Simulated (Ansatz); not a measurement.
## Ti2CO2 monolayer: the cell at rest

Wanted: the relaxed cell of Ti2CO2 monolayer.

Calculated with Ansatz 0.2.0; DFT PBE, scalar-relativistic, plane waves, PAW.

## (1) Set-up

The cell holds 5 atoms: 1 C, 2 Ti and 2 O. Cell: a = 3.040 Å, b = 3.040 Å, c = 20.000 Å, α = 90.0°, β = 90.0°, γ = 120.0°. Vacuum lies along c.

## (2) A coarse first look

A quick single point on a coarse mesh tells whether the cell has a gap and how far it is from rest, which sets the k mesh and smearing that follow.

The program solves this slab on a cell height of its own, 32.6 Å, in place of the one typed.

input.yaml

```yaml
crystal:
  lattice:
    - [3.04, 0.0, 0.0]
    - [-1.52, 2.63272, 0.0]
    - [0.0, 0.0, 20.0]
  atoms:
    - { symbol: C, position: [0.0, 0.0, 0.5] }
    - { symbol: Ti, position: [0.333333, 0.666667, 0.56] }
    - { symbol: Ti, position: [0.666667, 0.333333, 0.44] }
    - { symbol: O, position: [0.666667, 0.333333, 0.61] }
    - { symbol: O, position: [0.333333, 0.666667, 0.39] }
  periodic: [true, true, false]
kpoints:
  mp_grid: { grid: [6, 6, 1] }
hamiltonian:
  xc: pbe
scf:
  occupations: { method: gaussian, width: 0.1 }
output:
  forces: true
  stress: true
  eigenvalues: true
```

On the command line:

```console
$ ansatz run input.yaml --threads 8 --pin off --max-ram 14336MiB --backend cpu --events-out ev --progress --plain --runs-dir out
```

Numbers of over 12 decimals in the logs are rounded to 6 here.

Output:

```text
[...]
k-point 0: bands = [... 16 lower, -10.2906, -7.5172, -6.9996, -6.9996, -6.0732, -6.0731, -5.1437, -4.7948, ... 1 higher]
  k-point 1: bands = [... 16 lower, -9.7933, -8.7616, -7.9505, -7.4310, -6.0064, -5.2675, -4.7492, -4.4733, ... 1 higher]
  k-point 2: bands = [... 16 lower, -10.2335, -9.3319, -8.4558, -8.1754, -6.3626, -4.7746, -4.5222, -3.9153, ... 1 higher]
  k-point 6: bands = [... 16 lower, -10.0631, -9.5788, -9.2490, -9.2490, -5.2009, -4.9130, -4.9130, -3.7496, ... 1 higher]
[key lines of the parts left out:]
SCF converged after 8 iterations
Free energy (F): -6390.075015 eV
Fermi energy:    -6.764703 eV
P = ½ c Tr σ = -1.9170 N/m
```

It took 0.66 s on 8 threads of Arm Neoverse V2, shared host; peak memory 0.63 GiB.

This run has no spin polarisation, although Ti can carry a moment.

A gap read on the k-mesh alone can miss the band edges.

Numbers from this step:

```
gap on the k-mesh  : 0.4776 eV
direct gap on mesh : 0.9264 eV
area per atom      : 1.601 Å²
```

The coarse mesh shows a gap of 0.48 eV.

## (3) Rough relaxation

A rough relaxation comes first, because large forces or stress need no tight tolerances yet.

The program solves this slab on a cell height of its own, 32.6 Å, in place of the one typed.

Edit input.yaml of step 2 so:

```diff
@@ -13,3 +13,3 @@
 kpoints:
-  mp_grid: { grid: [6, 6, 1] }
+  mp_grid: { grid: [9, 9, 1] }
 hamiltonian:
@@ -22 +22,6 @@
   eigenvalues: true
+relax:
+  adjacent_minimum: "off"
+  f_tol: 0.05
+  max_steps: 80
+  cell: { stress_2d_tol: 0.02 }
```

Output:

```text
[...]
Crystal: 5 atoms, lattice volume = 260.913 Å³
Basis set: ecut = 420 eV, 5065 PW (Γ), exchange–correlation on 48×48×450 points (8 copies of the dense FFT grid, shifted against one another)
Bands: 25, of which v1, the nominal top of the filled ones, is band 20 counted from 1 (19 counted from 0)
Symmetry: 12 space group operations
[...]
cell:  # Å, volume = 259.1219 Å³
    - [3.029549, 0.0, 0]
    - [-1.514774, 2.623666, 0]
    - [0, 0, 32.6]
  atoms:
    - { symbol: C, position: [0, 0, 0.306748] }
    - { symbol: Ti, position: [0.333333, 0.666667, 0.346826] }
    - { symbol: Ti, position: [0.666667, 0.333333, 0.266671] }
    - { symbol: O, position: [0.666667, 0.333333, 0.374633] }
    - { symbol: O, position: [0.333333, 0.666667, 0.238864] }
[key lines of the parts left out:]
SCF converged after 7 iterations
Free energy (F): -6390.417512 eV
Fermi energy:    -5.636427 eV
P = ½ c Tr σ = -0.0006 N/m
```

Run time: 8.1 s. Hardware: 8 threads; peak memory 0.78 GiB.

Step by step:

```csv
step,energy less that of the first step (eV),largest force component (eV/Å),volume (Å³)
1,0.0000,3.2429,260.91
2,-0.2567,0.7223,254.03
3,-0.3258,0.0984,260.09
4,-0.3273,0.0200,259.53
5,-0.3277,0.0004,259.18
6*,-0.3264,0.0006,259.18
7,-0.3264,0.0001,259.12
8*,-0.3264,0.0001,259.12
```

Relaxation steps marked * repeat the geometry before them on a plane-wave basis chosen anew for their cell, so energy and pressure can jump there.

Forces are held to the 12 operations that the run works with; a distortion that breaks them can't arise in this run.

```csv
cell as run,before,after,change
a (Å),3.040,3.030,-0.3 %
b (Å),3.040,3.030,-0.3 %
```

The atoms that moved most (Å, along periodic axes as changes of fractional coordinates times the final cell, across vacuum about the mean position):

```csv
atom,dx,dy,dz,length
Ti2,0.000,0.000,0.107,0.107
Ti3,0.000,0.000,-0.107,0.107
O5,0.000,0.000,-0.013,0.013
O4,0.000,0.000,0.013,0.013
```

Final coordinates:

```xyz
5
Lattice="3.0295 0.0000 0.0000 -1.5148 2.6237 0.0000 0.0000 0.0000 32.6000" Properties=species:S:1:pos:R:3
C     0.0000    0.0000   10.0000
Ti    0.0000    1.7491   11.3065
Ti    1.5148    0.8746    8.6935
O     1.5148    0.8746   12.2130
O     0.0000    1.7491    7.7870
```

Numbers from this step:

- gap on the k-mesh: 0.3483 eV
- direct gap on mesh: 0.6372 eV
- area per atom: 1.59 Å²

The relaxation ends with a largest force component of 9.4e-5 eV/Å.

## (4) Bringing the structure to rest

Harmonic phonons are second derivatives at a point where the forces vanish, and they are wanted at zero stress, so atoms and cell are relaxed first.

input.yaml

```yaml
crystal:
  lattice:
    - [3.029548883, 0.0, 0.0]
    - [-1.5147744415, 2.6236662947, 0.0]
    - [0.0, 0.0, 32.6]
  atoms:
    - { symbol: C, position: [0.0, 0.0, 0.3067484663] }
    - { symbol: Ti, position: [0.3333333333, 0.6666666667, 0.346826135] }
    - { symbol: Ti, position: [0.6666666667, 0.3333333333, 0.2666707975] }
    - { symbol: O, position: [0.6666666667, 0.3333333333, 0.3746326707] }
    - { symbol: O, position: [0.3333333333, 0.6666666667, 0.2388642619] }
  periodic: [true, true, false]
kpoints:
  mp_grid: { grid: [15, 15, 1] }
hamiltonian:
  xc: pbe
scf:
  occupations: { method: gaussian, width: 0.02 }
output:
  forces: true
  stress: true
  eigenvalues: true
  write_density: true
  write_potential: true
  elf: true
  volumetric_format: npy
relax:
  adjacent_minimum: "off"
  f_tol: 0.005
  max_steps: 80
  cell: { stress_2d_tol: 0.02 }
```

Output:

```text
[...]
Crystal: 5 atoms, lattice volume = 259.122 Å³
Basis set: ecut = 420 eV, 4993 PW (Γ), exchange–correlation on 48×48×450 points (8 copies of the dense FFT grid, shifted against one another)
Bands: 25, of which v1, the nominal top of the filled ones, is band 20 counted from 1 (19 counted from 0)
[... 1 set-up line as in the run before ...]
[...]
k-points: 27 of 225
[...]
SCF iter   1: F=—  HF=-6390.427957 eV  |F-HF|=—  |Δ(HF+E_count)|=         —  Δρ=2.69e-3  dr2=2.82e-2  ethr=1.77e-3  ⟨swp⟩=10.3  Hψ=4234  notcnv=0
[...]
SCF iter  11: F=-6390.420969 eV  HF=-6390.420969 eV  |F-HF|=1.54e-10  |Δ(HF+E_count)|=  7.38e-10  Δρ=1.95e-7  dr2=1.47e-10  ethr=1.37e-11  ⟨swp⟩=9.2  Hψ=4881  notcnv=0
SCF 1 converged in 11 iterations: F = -6390.420969 eV  dr2 = 1.47e-10
[...]
relax step   1: F+E_penalty+E_count = -6390.42096887 eV  Δ(F+E_penalty+E_count) = +0.000e0 eV  max|allowed force component| = 9.014e-3 eV/Å  Δτ_max = 0.0000 Å  P = -0.029 N/m  Ω = 259.122 Å³  fix = [c, alpha, beta]  reactions: c -0.000 N/m  (11 SCF iters, dr2 threshold 1.00e-7 eV, accepted)
Crystal: 5 atoms, lattice volume = 259.054 Å³
[...]
SCF iter   6: F=-6390.421017 eV  HF=-6390.421017 eV  |F-HF|=7.60e-10  |Δ(HF+E_count)|=   1.05e-8  Δρ=9.63e-7  dr2=2.15e-9  ethr=1.27e-11  ⟨swp⟩=14.5  Hψ=6356  notcnv=0
SCF 2 converged in 6 iterations: F = -6390.421017 eV  dr2 = 2.15e-9
relax step   2: F+E_penalty+E_count = -6390.42101727 eV  Δ(F+E_penalty+E_count) = -4.840e-5 eV  max|allowed force component| = 3.627e-3 eV/Å  Δτ_max = 0.0009 Å  P = +0.005 N/m  Ω = 259.054 Å³  energy of the carried Pulay correction = +4.729e-5 eV  fix = [c, alpha, beta]  reactions: c +0.000 N/m  (6 SCF iters, dr2 threshold 5.08e-9 eV, accepted)
[...]
SCF iter   7: F=-6390.420973 eV  HF=-6390.420973 eV  |F-HF|=3.55e-11  |Δ(HF+E_count)|=  1.00e-11  Δρ=2.66e-8  dr2=7.57e-13  ethr=1.00e-12  ⟨swp⟩=9.6  Hψ=4768  notcnv=0
SCF 3 converged in 7 iterations: F = -6390.420973 eV  dr2 = 7.57e-13
relax step   3: F+E_penalty+E_count = -6390.42097308 eV  Δ(F+E_penalty+E_count) = +4.419e-5 eV  max|allowed force component| = 3.626e-3 eV/Å  Δτ_max = 0.0000 Å  P = +0.004 N/m  Ω = 259.054 Å³  fix = [c, alpha, beta]  reactions: c +0.000 N/m  stress off target by 4.35e-3 N/m on what of the cell is left free  SCF on the basis re-selected at this cell (its energy is not comparable with the rows above)  (7 SCF iters)
[...]
WARN: The output density's exchange-correlation potential varies sharply where the density is thin. Do not read a vacuum level from v_tot or v_xc, or from such a field of the output density. On a cell that repeats whose density bears no net charge and no dipole along the vacuum's axis use v_es (v_loc + v_h of the components); under efield.dipole_correction with no amplitude use v_es + v_field, which holds any externa [...]
SCF converged after 7 iterations
Free energy (F): -6390.420973 eV
[...]
Internal energy: -6390.420973 eV  (E = F + TS)
E sigma→0 (E₀):  -6390.420973 eV
Fermi energy:    -5.627363 eV
[...]
--- Forces (eV/Å), atoms counted from 1 ---
  atom   1  C      0.00000000     0.00000000     0.00000000
  atom   2  Ti     0.00000000    -0.00000000    -0.00239739
  atom   3  Ti     0.00000000     0.00000000     0.00239739
  atom   4  O      0.00000000    -0.00000000    -0.00362580
  atom   5  O      0.00000000     0.00000000     0.00362580
  max |Σ_I F_I| component: 9.25e-17 eV/Å
--- 2D stress c σ (N/m, compression-positive) ---
        0.004351      -0.000000       0.000000
        0.000000       0.004351       0.000000
        0.000000       0.000000       0.000000
  P = ½ c Tr σ = 0.0044 N/m
--- Band table (eV; the first three rows and the last of 27) ---
  k-point 0: bands = [... 16 lower, -10.2670, -6.9164, -5.7960, -5.7960, -5.1566, -5.1566, -4.3476, -4.3476, ... 1 higher]
  k-point 1: bands = [... 16 lower, -10.1492, -6.8334, -6.3313, -6.1410, -4.9657, -4.8122, -4.4626, -4.3318, ... 1 higher]
  k-point 2: bands = [... 16 lower, -9.9115, -7.2319, -6.7354, -6.6188, -5.0458, -4.5049, -4.2810, -4.1043, ... 1 higher]
  k-point 26: bands = [... 16 lower, -9.8824, -8.9201, -8.6146, -8.6146, -4.6543, -4.2332, -4.2332, -3.4326, ... 1 higher]
--- Relaxed structure (2 steps of the walk, 2 accepted, 1 SCFs on fresh bases) ---
[...]
cell:  # Å, volume = 259.0538 Å³
    - [3.029151, 0.0, 0]
    - [-1.514575, 2.623321, 0]
    - [0, 0, 32.6]
  atoms:
    - { symbol: C, position: [0, 0, 0.306748] }
    - { symbol: Ti, position: [0.333333, 0.666667, 0.346848] }
    - { symbol: Ti, position: [0.666667, 0.333333, 0.266649] }
    - { symbol: O, position: [0.666667, 0.333333, 0.374660] }
    - { symbol: O, position: [0.333333, 0.666667, 0.238837] }
```

Run time: 6.3 s. Hardware: 8 threads; peak memory 0.89 GiB.

Little changed from the start: no atom moved by 0.005 Å and no cell edge by 0.1 %.

Numbers from this step:

| Item | Value |
| --- | --- |
| gap on the k-mesh | 0.3386 eV |
| direct gap on mesh | 0.6394 eV |
| area per atom | 1.589 Å² |

Valence density in the ac plane at fractional y = 0.333, with atoms of Ti and O within 0.2 Å of it. It is the smooth field of the valence electrons, not physical close to the nuclei.

Values in e/Å³, 24 rows by 16 columns, each cell a mean:
```
0.0 0.0 0.0 0.0 0.0 0.0 0.0 0.0 0.0 0.0 0.0 0.0 0.0 0.0 0.0 0.0
0.0 0.0 0.0 0.0 0.0 0.0 0.0 0.0 0.0 0.0 0.0 0.0 0.0 0.0 0.0 0.0
0.0 0.0 0.0 0.0 0.0 0.0 0.0 0.0 0.0 0.0 0.0 0.0 0.0 0.0 0.0 0.0
0.0 0.0 0.0 0.0 0.0 0.0 0.0 0.0 0.0 0.0 0.0 0.0 0.0 0.0 0.0 0.0
0.0 0.0 0.0 0.0 0.0 0.0 0.0 0.0 0.0 0.0 0.0 0.0 0.0 0.0 0.0 0.0
0.0 0.0 0.0 0.0 0.0 0.0 0.0 0.0 0.0 0.0 0.0 0.0 0.0 0.0 0.0 0.0
0.0 0.0 0.0 0.0 0.0 0.0 0.0 0.0 0.0 0.0 0.0 0.0 0.0 0.0 0.0 0.0
0.0 0.0 0.0 0.0 0.0 0.0 0.0 0.0 0.0 0.0 0.0 0.0 0.0 0.0 0.0 0.0
0.0 0.0 0.0 0.0 0.0 0.0 0.0 0.0 0.0 0.0 0.0 0.0 0.0 0.0 0.0 0.0
0.0 0.0 0.0 0.0 0.0 0.0 0.0 0.0 0.0 0.0 0.0 0.0 0.0 0.0 0.0 0.0
0.0 0.0 0.0 0.0 0.0 0.0 0.0 0.0 0.0 0.0 0.0 0.0 0.0 0.0 0.0 0.0
0.0 0.0 0.0 0.0 0.0 0.0 0.0 0.0 0.0 0.0 0.0 0.0 0.0 0.0 0.0 0.0
0.0 0.0 0.0 0.0 0.0 0.0 0.0 0.0 0.0 0.0 0.0 0.0 0.0 0.0 0.0 0.0
0.0 0.0 0.0 0.0 0.0 0.0 0.0 0.0 0.0 0.0 0.0 0.0 0.0 0.0 0.0 0.0
0.2 0.1 0.1 0.1 0.1 0.1 0.3 0.5 1.2 2.2 2.9 3.0 2.5 1.5 0.7 0.3
0.4 0.4 0.5 0.5 0.4 0.4 0.4 0.5 0.9 1.6 2.0 2.1 1.7 1.1 0.6 0.4
0.4 0.5 0.5 0.5 0.5 0.4 0.3 0.3 0.3 0.3 0.3 0.3 0.3 0.3 0.3 0.3
0.3 0.3 0.3 0.3 0.3 0.3 0.5 1.3 3.2 5.5 6.9 7.1 6.1 4.0 1.8 0.6
0.2 0.3 0.3 0.3 0.3 0.2 0.2 0.2 0.2 0.2 0.3 0.3 0.3 0.2 0.2 0.2
0.0 0.0 0.0 0.0 0.0 0.0 0.0 0.0 0.0 0.0 0.0 0.0 0.0 0.0 0.0 0.0
0.0 0.0 0.0 0.0 0.0 0.0 0.0 0.0 0.0 0.0 0.0 0.0 0.0 0.0 0.0 0.0
0.0 0.0 0.0 0.0 0.0 0.0 0.0 0.0 0.0 0.0 0.0 0.0 0.0 0.0 0.0 0.0
0.0 0.0 0.0 0.0 0.0 0.0 0.0 0.0 0.0 0.0 0.0 0.0 0.0 0.0 0.0 0.0
0.0 0.0 0.0 0.0 0.0 0.0 0.0 0.0 0.0 0.0 0.0 0.0 0.0 0.0 0.0 0.0
```
Columns run along a (3.0 Å), rows up along c (32.6 Å). Atoms in or near the plane, at fractional coordinates: Ti at (0.67, 0.27), O at (0.67, 0.37).

Electrostatic potential energy in the ac plane at fractional y = 0.333, with atoms of Ti and O within 0.2 Å of it. With pseudopotentials it is smooth inside the atoms' cores, unlike the true potential.

Ten even steps from '_' (-30 eV) to '@' (0 eV), each cell a mean:
```
@@@@@@@@@@@@@@@@@@@@@@@@@@@@@@@@
@@@@@@@@@@@@@@@@@@@@@@@@@@@@@@@@
@@@@@@@@@@@@@@@@@@@@@@@@@@@@@@@@
@@@@@@@@@@@@@@@@@@@@@@@@@@@@@@@@
@@@@@@@@@@@@@@@@@@@@@@@@@@@@@@@@
@@@@@@@@@@@@@@@@@@@@@@@@@@@@@@@@
@@@@@@@@@@@@@@@@@@@@@@@@@@@@@@@@
@@@@@@@@@@@@@@@@@@@@@@@@@@@@@@@@
@@@@@@@@@@@@@@@@@@@@@@@@@@@@@@@@
@@@@@@@@@@@@@@@@@@@@@@@@@@@@@@@@
@@@@@@@@@@@@@@@@@@@@@@@@@@@@@@@@
@@@@@@@@@@@@@@@@@@@@@@@@@@@@@@@@
@@@@@@@@@@@@@@@@@@@@@@@@@@@@@@@@
@@@@@@@@@@@@@@@@@@@@@@@@@@@@@@@@
@@@@%%%%@@@@@@##++========++##@@
++==----==++****++========++****
######**##########********######
++########**--________________::
%%%%%%%%%%%%%%%%##********####%%
@@@@@@@@@@@@@@@@@@@@@@@@@@@@@@@@
@@@@@@@@@@@@@@@@@@@@@@@@@@@@@@@@
@@@@@@@@@@@@@@@@@@@@@@@@@@@@@@@@
@@@@@@@@@@@@@@@@@@@@@@@@@@@@@@@@
@@@@@@@@@@@@@@@@@@@@@@@@@@@@@@@@
```
Columns run along a (3.0 Å; values clipped at the 3rd and 97th percentile), rows up along c (32.6 Å). Atoms in or near the plane, at fractional coordinates: Ti at (0.67, 0.27), O at (0.67, 0.37).

ELF in the ac plane at fractional y = 0.333, with atoms of Ti and O within 0.2 Å of it. It is the smooth field of the valence electrons, not physical close to the nuclei.

Values, 24 rows by 16 columns, each cell a mean:
```
0.00 0.00 0.00 0.00 0.00 0.00 0.00 0.00 0.00 0.00 0.00 0.00 0.00 0.00 0.00 0.00
0.00 0.00 0.00 0.00 0.00 0.00 0.00 0.00 0.00 0.00 0.00 0.00 0.00 0.00 0.00 0.00
0.00 0.00 0.00 0.00 0.00 0.00 0.00 0.00 0.00 0.00 0.00 0.00 0.00 0.00 0.00 0.00
0.00 0.00 0.00 0.00 0.00 0.00 0.00 0.00 0.00 0.00 0.00 0.00 0.00 0.00 0.00 0.00
0.00 0.00 0.00 0.00 0.00 0.00 0.00 0.00 0.00 0.00 0.00 0.00 0.00 0.00 0.00 0.00
0.00 0.00 0.00 0.00 0.00 0.00 0.00 0.00 0.00 0.00 0.00 0.00 0.00 0.00 0.00 0.00
0.00 0.00 0.00 0.00 0.00 0.00 0.00 0.00 0.00 0.00 0.00 0.00 0.00 0.00 0.00 0.00
0.00 0.00 0.00 0.00 0.00 0.00 0.00 0.00 0.00 0.00 0.00 0.00 0.00 0.00 0.00 0.00
0.00 0.00 0.00 0.00 0.00 0.00 0.00 0.00 0.00 0.00 0.00 0.00 0.00 0.00 0.00 0.00
0.00 0.00 0.00 0.00 0.00 0.00 0.00 0.00 0.00 0.00 0.00 0.00 0.00 0.00 0.00 0.00
0.00 0.00 0.00 0.00 0.00 0.00 0.00 0.00 0.00 0.00 0.00 0.00 0.00 0.00 0.00 0.00
0.00 0.00 0.00 0.00 0.00 0.00 0.00 0.00 0.00 0.00 0.00 0.00 0.00 0.00 0.00 0.00
0.00 0.00 0.00 0.00 0.00 0.00 0.00 0.00 0.00 0.00 0.00 0.00 0.00 0.00 0.00 0.00
0.02 0.01 0.00 0.00 0.00 0.01 0.03 0.06 0.09 0.11 0.12 0.12 0.12 0.10 0.07 0.04
0.37 0.14 0.04 0.03 0.09 0.29 0.52 0.66 0.72 0.72 0.66 0.65 0.70 0.73 0.69 0.58
0.15 0.13 0.16 0.17 0.15 0.16 0.24 0.37 0.48 0.52 0.50 0.50 0.52 0.51 0.42 0.27
0.52 0.59 0.62 0.62 0.61 0.55 0.44 0.31 0.21 0.15 0.13 0.13 0.15 0.20 0.29 0.41
0.14 0.25 0.35 0.36 0.29 0.17 0.16 0.37 0.56 0.52 0.38 0.35 0.48 0.58 0.45 0.21
0.40 0.53 0.58 0.58 0.54 0.44 0.29 0.15 0.10 0.10 0.11 0.11 0.10 0.08 0.11 0.22
0.03 0.05 0.06 0.06 0.05 0.04 0.03 0.02 0.01 0.00 0.00 0.00 0.00 0.01 0.01 0.02
0.00 0.00 0.00 0.00 0.00 0.00 0.00 0.00 0.00 0.00 0.00 0.00 0.00 0.00 0.00 0.00
0.00 0.00 0.00 0.00 0.00 0.00 0.00 0.00 0.00 0.00 0.00 0.00 0.00 0.00 0.00 0.00
0.00 0.00 0.00 0.00 0.00 0.00 0.00 0.00 0.00 0.00 0.00 0.00 0.00 0.00 0.00 0.00
0.00 0.00 0.00 0.00 0.00 0.00 0.00 0.00 0.00 0.00 0.00 0.00 0.00 0.00 0.00 0.00
```
Columns run along a (3.0 Å), rows up along c (32.6 Å). Atoms in or near the plane, at fractional coordinates: Ti at (0.67, 0.27), O at (0.67, 0.37).

## (5) Tight relaxation

Phonons need a cell at rest on their own settings, so the relaxation is repeated with tight tolerances on forces and stress, using the mesh and the filling of the phonon run that follows.

input.yaml

```yaml
crystal:
  lattice:
    - [3.0291507243, 0.0, 0.0]
    - [-1.5145753621, 2.6233214791, 0.0]
    - [0.0, 0.0, 32.6]
  atoms:
    - { symbol: C, position: [0.0, 0.0, 0.3067484663] }
    - { symbol: Ti, position: [0.3333333333, 0.6666666667, 0.346847912] }
    - { symbol: Ti, position: [0.6666666667, 0.3333333333, 0.2666490206] }
    - { symbol: O, position: [0.6666666667, 0.3333333333, 0.3746596291] }
    - { symbol: O, position: [0.3333333333, 0.6666666667, 0.2388373035] }
  periodic: [true, true, false]
kpoints:
  mp_grid: { grid: [18, 18, 1] }
hamiltonian:
  xc: pbe
scf:
  occupations: { method: fixed }
output:
  forces: true
  stress: true
  eigenvalues: true
relax:
  adjacent_minimum: "off"
  f_tol: 0.001
  max_steps: 60
  cell: { stress_2d_tol: 0.002 }
```

Output:

```text
[...]
Crystal: 5 atoms, lattice volume = 259.054 Å³
Basis set: ecut = 420 eV, 4993 PW (Γ), exchange–correlation on 48×48×450 points (8 copies of the dense FFT grid, shifted against one another)
Bands: 25, of which v1, the nominal top of the filled ones, is band 20 counted from 1 (19 counted from 0)
[... 1 set-up line as in the run before ...]
[...]
k-points: 37 of 324
[...]
cell:  # Å, volume = 259.0806 Å³
    - [3.029307, -2.8869171055766833e-11, 0]
    - [-1.514654, 2.623457, 0]
    - [0, 0, 32.6]
  atoms:
    - { symbol: C, position: [0, 0, 0.306748] }
    - { symbol: Ti, position: [0.333333, 0.666667, 0.346840] }
    - { symbol: Ti, position: [0.666667, 0.333333, 0.266657] }
    - { symbol: O, position: [0.666667, 0.333333, 0.374643] }
    - { symbol: O, position: [0.333333, 0.666667, 0.238854] }
[key lines of the parts left out:]
SCF converged after 8 iterations
Free energy (F): -6390.421035 eV
Fermi energy:    -5.795815 eV
P = ½ c Tr σ = -0.0004 N/m
```

The job ended after 11 s (8 threads; peak memory 0.89 GiB).

Little changed from the start: no atom moved by 0.005 Å and no cell edge by 0.1 %.

This step gave:

```
gap on the k-mesh  : 0.3349 eV
direct gap on mesh : 0.6400 eV
```

The largest force component left is 0.25 meV/Å, within the tolerances set.

## (6) What came out

```yaml
space_group_after_relaxation: P-3m1
lattice_constant_a: 3.029 Å
lattice_constant_b: 3.029 Å
area_per_atom: 1.59 Å²
gap_on_the_k_mesh: 0.335 eV
```

The largest force component left is 0.25 meV/Å, within the tolerances set. The relaxation keeps the symmetry of its start, so it says nothing on stability against lower symmetry. The starting cell was built on a prototype and not taken from a measurement.

[Logs are printed without paths, hosts, clocks, repeated set-up lines and the standing remarks that a program may print on its own settings, such as how far it seeks lower states.]

[Hosts, paths, dates, database ids (printed as entryN), source tags and the programs' standing remarks are cut or masked in the printed files.]
